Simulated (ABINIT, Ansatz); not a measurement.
# Calculated records

```
! title: Rb2NaYF6 (Fm-3m): one start, several treatments of the self-energy
! method: RPA screening on PBEsol, plane waves, norm-conserving pseudopotentials (and 3 further levels or steps)
! program: ABINIT 10.8.3
! settings: cutoff 38 Ha, PseudoDojo scalar-relativistic 0.4.1 standard, norm-conserving, ngkpt (2, 2, 2), nband 187, ecuteps 5.2 Ha, gwcalctyp 2, nfreqre 16, nfreqim 8, inclvkb 2, freqremax 40 eV, spmeth 1, nomegasf 120, shiftk (0, 0, 0), symchi 1, awtr 1, frequency cd, 2×2×2 k-mesh
! notes: The program’s warnings: Min real frequency set to default [Ha] = and nproc spkpt=  >= nkpt= * nsppol=. The cell and positions come from the Crystallography Open Database and are kept as given unless a step says otherwise. Limits: no spin-orbit coupling. The 2×2×2 mesh is coarse for this cell, which bears on the long-range parts of exchange and screening.
! G0W0, Godby-Needs plasmon pole: 9.850 eV
! G0W0, von der Linden-Horsch plasmon pole: 10.020 eV
! G0W0, Engel-Farid plasmon pole: 9.840 eV
! one-shot Hartree-Fock: 18.193 eV
! G0W0, contour deformation: 9.816 eV
! known limits: short of the basis limit; no spin-orbit coupling; coarse k mesh
CELL_PARAMETERS angstrom
0.00000 4.44750 4.44750
4.44750 0.00000 4.44750
4.44750 4.44750 0.00000
ATOMIC_POSITIONS crystal
Rb 0.25000 0.25000 0.25000
Rb 0.75000 0.75000 0.75000
Na 0.50000 0.50000 0.50000
Y 0.00000 0.00000 0.00000
F 0.75600 0.24400 0.24400
F 0.24400 0.75600 0.24400
F 0.24400 0.75600 0.75600
F 0.75600 0.24400 0.75600
F 0.24400 0.24400 0.75600
F 0.75600 0.75600 0.24400
```

[Long decimals in the printed logs are rounded to 6 places.]

[Logs are printed without paths, hosts, clocks, repeated set-up lines and the standing remarks that a program may print on its own settings, such as how far it seeks lower states.]

[Paths, hosts, dates, memory and timing lines, banners, echoed tables and standing remarks are left out of the program output; an Ansatz launch command may be rebuilt from the run's recorded settings. Measured values are a selection of at most five: reports struck by readers or far from the other reports are left out. None is set beside runs whose start may be inverted or whose files or cutoffs have a known fault.]

[Runs of the session that timed out or met a known fault of the program may be left out.]

[Hosts, paths, dates, database ids (printed as entryN), source tags and the programs' standing remarks are cut or masked in the printed files.]

[G0W0 gaps are taken among the corrected bands and points alone; a level outside them can change the order at an edge.]

[Where Ansatz stands beside ABINIT at settings called matched, ABINIT's density can come from a denser mesh and the files from another edition; pairs whose starting gaps differed by over 0.03 eV were left out, so agreement reads better than it is.]
